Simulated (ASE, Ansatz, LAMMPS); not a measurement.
# Localised basis functions on random bcc alloy of Cr and V (128 atoms), part 3 of 3

Aim: test how closely localised support functions follow the reference on random bcc alloy of Cr and V (128 atoms), and at what cost. A setting counts as converged where the r.m.s. difference of forces stays under 1 % of the r.m.s. force.

Ansatz 0.2.0; Kohn-Sham DFT, PBE, PAW (set soft_2), plane waves.

The cell: 74 Cr and 54 V. The host structure and its lattice constant were typed by rule, without a check against the phase diagram.

So far. Step 5 (Support functions medium): Forces differ from the reference by 0.45 meV/Å r.m.s., 0.22 % of their size, well within a tolerance of 1 %; the energy by -2.8 meV/atom. It took 2 min and 84 cycles; the reference's time can't be set against it, since the two runs asked for unlike analyses. Step 6 (Support functions high): Forces differ from the reference by 0.17 meV/Å r.m.s., 0.083 % of their size, well within a tolerance of 1 %; the energy by -3.0 meV/atom.

## Step 10: The ladder side by side

Each row is set against the plane-wave reference (Kohn-Sham DFT, PBE, PAW (set soft_2), plane waves; r.m.s. force component 0.205 eV/Å). Energies are set beside the reference only for runs with its functional, potentials and electron count. Times are for 1 × NVIDIA GB200 with 32 threads of Arm Neoverse V2, shared host. The reference's time includes the DOS, the stress and grids, which some other runs skip.

```
                     run  Δ force, r.m.s. (meV/Å)  share of r.m.s. force (%)  Δ energy (meV/atom)  cycles     time  host memory (GiB)  planned on the GPU (GiB)
               reference                        -                          -                    -      72     41 s                7.3                        76
   support functions low                    0.455                      0.222                -2.84      77  1.8 min                1.5                         9
support functions medium                    0.452                      0.220                -2.84      84    2 min                1.5                         9
  support functions high                     0.17                     0.0827                -3.05      89  2.7 min                1.6                        18
```

## Step 11: The reference in detail

The comparisons rest on this run, so its electronic structure is set out here.

Length of the force by element:

```
element  coordination  atoms  mean length of the force (eV/Å)  spread   least   most
     Cr           all     74                            0.296   0.127  0.0705  0.589
      V           all     54                            0.368   0.147  0.0818  0.837
```

Intrinsic-atomic-orbital charges by element:

```
element  coordination  atoms  mean charge (e)  spread   least     most
     Cr           all     74           -0.116  0.0242  -0.189  -0.0746
      V           all     54            0.159   0.031  0.0878    0.211
```

States in the cell by windows of 0.5 eV, zero at the Fermi level; some projections on atomic orbitals stand beside the total:

```
from (eV)  to (eV)  total up  total down  Cr d   V d  Cr s  V s
      -10     -7.5       0.0         0.0   0.0   0.0   0.0  0.0
     -7.5       -7       0.1         0.1   0.0   0.0   0.1  0.1
       -7     -6.5       1.0         1.0   0.0   0.0   1.3  0.7
     -6.5       -6       2.1         2.1   0.0   0.0   2.5  1.5
       -6     -5.5       2.8         2.8   0.1   0.1   3.4  1.9
     -5.5       -5       4.2         4.2   0.3   0.2   4.7  3.0
       -5     -4.5       3.9         3.9   0.8   0.4   4.0  2.4
     -4.5       -4       7.6         7.6   2.2   1.1   7.0  4.3
       -4     -3.5      12.3        12.3   7.9   4.0   7.1  4.9
     -3.5       -3      30.2        30.2  30.7  15.2   8.0  5.6
       -3     -2.5      41.6        41.6  48.0  23.7   5.0  5.1
     -2.5       -2      28.9        28.9  33.8  19.1   1.7  2.1
       -2     -1.5      47.8        47.8  64.7  27.7   0.7  0.6
     -1.5       -1      64.1        64.1  80.2  41.5   1.8  1.4
       -1     -0.5      63.1        63.1  70.7  42.6   4.7  3.5
     -0.5        0      44.5        44.5  43.4  36.3   3.1  2.3
        0      0.5      22.4        22.4  21.5  15.2   2.5  1.9
      0.5        1      26.9        26.9  34.6  16.3   0.4  0.3
```

About 1029 of the 1738 electrons lie in deeper levels, below the stored range.

Not all projections were asked for or kept, so they needn't add up to the total.

The levels nearest the highest filled one (over half full), pooled over k-points and spins:

```
level less the highest filled one (eV)  occupation
                               -0.0025       0.513
                               -0.0025       0.513
                               -0.0018        0.51
                               -0.0018        0.51
                                     0       0.501
                                     0       0.501
                                6.0e-4       0.498
                                6.0e-4       0.498
                                0.0013       0.494
                                0.0013       0.494
                                 0.002       0.491
                                 0.002       0.491
```

Mean intrinsic-atomic-orbital charges: Cr -0.12, V +0.16 e. Among metals such projection charges depend strongly on the orbitals used and are no measure of ionicity.

## Step 12: Local order

These statistics describe the geometry on which the runs were made.

Density 6.69 g/cm³, 12.79 Å³ an atom.

Pair distribution functions g(r), in bins of 0.1 Å:

```
r (Å)  total  Cr-Cr   Cr-V    V-V
 2.45   0.00   0.00   0.00   0.00
 2.55  12.50  12.50  12.60  12.20
 2.65   0.02   0.00   0.05   0.00
 2.75   0.00   0.00   0.00   0.00
 2.85   0.02   0.06   0.00   0.00
 2.95   7.00   6.85   7.29   6.52
 3.05   0.02   0.00   0.00   0.10
 3.15   0.00   0.00   0.00   0.00
 3.25   0.00   0.00   0.00   0.00
 3.35   0.00   0.00   0.00   0.00
 3.45   0.00   0.00   0.00   0.00
 3.55   0.00   0.00   0.00   0.00
 3.65   0.00   0.00   0.00   0.00
 3.75   0.00   0.00   0.00   0.00
 3.85   0.00   0.00   0.00   0.00
 3.95   0.00   0.00   0.00   0.00
 4.05   0.00   0.00   0.00   0.00
 4.15   6.68   6.64   6.73   6.60
 4.25   0.36   0.35   0.36   0.35
 4.35   0.00   0.00   0.00   0.00
 4.45   0.00   0.00   0.00   0.00
 4.55   0.00   0.00   0.00   0.00
 4.65   0.00   0.00   0.00   0.00
 4.75   0.00   0.00   0.00   0.00
 4.85   7.82   8.15   7.84   7.15
 4.95   2.41   2.06   2.43   3.02
 5.05   1.49   1.87   1.48   0.83
 5.15   1.63   1.16   1.80   2.07
 5.25   0.00   0.00   0.00   0.00
 5.35   0.00   0.00   0.00   0.00
 5.45   0.00   0.00   0.00   0.00
 5.55   0.00   0.00   0.00   0.00
 5.65   0.00   0.00   0.00   0.00
 5.75   0.00   0.00   0.00   0.00
 5.85   1.12   1.12   1.10   1.17
 5.95   0.64   0.66   0.63   0.64
 6.05   0.00   0.00   0.00   0.00
 6.15   0.00   0.00   0.00   0.00
 6.25   0.00   0.00   0.00   0.00
 6.35   0.94   0.97   0.91   0.92
 6.45   4.99   4.91   5.06   4.93
 6.55   4.16   4.24   4.06   4.28
 6.65   1.47   1.55   1.34   1.65
 6.75   0.00   0.00   0.00   0.00
```

A closer look about Cr64, whose charge lies farthest from its element's mean: 15 atoms, nearest first, numbered in the order of the input, with positions taken from that point.

```
atom      x      y      z  distance (Å)  intrinsic-atomic-orbital charge (e)     Fx     Fy  Fz (eV/Å)
Cr64   0.00   0.00   0.00          0.00                                -0.19   0.13   0.03      -0.04
Cr89   1.46  -1.49   1.45          2.54                                -0.12  -0.50  -0.04       0.20
Cr65   1.46   1.48   1.47          2.54                                -0.14  -0.19  -0.02       0.15
 V57  -1.46  -1.49   1.47          2.56                                 0.17   0.21  -0.22      -0.25
 V95   1.46  -1.48  -1.50          2.56                                 0.11  -0.09  -0.05       0.21
 V33  -1.48   1.50   1.46          2.56                                 0.13   0.37  -0.17       0.29
 V71   1.48   1.48  -1.50          2.58                                 0.12  -0.40   0.20      -0.17
 V63  -1.49  -1.48  -1.52          2.59                                 0.11   0.27  -0.14       0.63
 V39  -1.49   1.51  -1.51          2.60                                 0.10   0.22  -0.07      -0.05
Cr58  -0.01   0.01   2.92          2.92                                -0.13   0.27  -0.03       0.10
 V96   2.93   0.00  -0.01          2.93                                 0.12   0.21   0.09       0.21
 V32  -2.94  -0.02  -0.03          2.94                                 0.09  -0.53   0.23      -0.12
 V40  -0.01   2.96  -0.02          2.96                                 0.13   0.25   0.17       0.17
Cr56  -0.03  -2.96  -0.01          2.96                                -0.14   0.34  -0.01       0.26
 V62  -0.01   0.02  -2.98          2.98                                 0.13  -0.03  -0.14      -0.63
```

## Step 13: Outcome

```json
{
  "free energy per atom": "-3181.4639 eV/atom",
  "density": "6.695 g/cm³",
  "pressure": "-9.348 GPa",
  "r.m.s. force component": "0.2051 eV/Å",
  "wall time of the 4 DFT runs": "7.2 min"
}
```

**Reading.** Against plane waves at 420 eV, the forces differ by 0.45 meV/Å (0.22 %) with support functions medium, and by 0.17 meV/Å in the closest run (support functions high). At 128 atoms the fastest of the runs at a preset level, support functions low, takes roughly 2.6 times the time of plane waves (whose run also made extra analyses, so the like-for-like ratio is larger), in 77 SCF cycles against 72. Differences between support functions and plane waves include what basis error the plane-wave run still has.

228 levels are partly filled, by over 2 % (on the run's k-points), as in a metal.

Caveats: The geometry was minimised with a classical potential and isn't relaxed at this level: its force components are 0.21 eV/Å r.m.s. The run was spin polarised, started with 74 parallel moments, ending at 0.0 μB in the cell; that starting order needn't be the real material's, and it bears on forces, charges and levels. The pressure of -9.3 GPa says that the cell would shrink at this level of theory.

[Logs are printed without paths, hosts, clocks, repeated set-up lines and the standing remarks that a program may print on its own settings, such as how far it seeks lower states.]

[Hosts, paths, dates, database ids (printed as entryN), source tags and the programs' standing remarks are cut or masked in the printed files.]
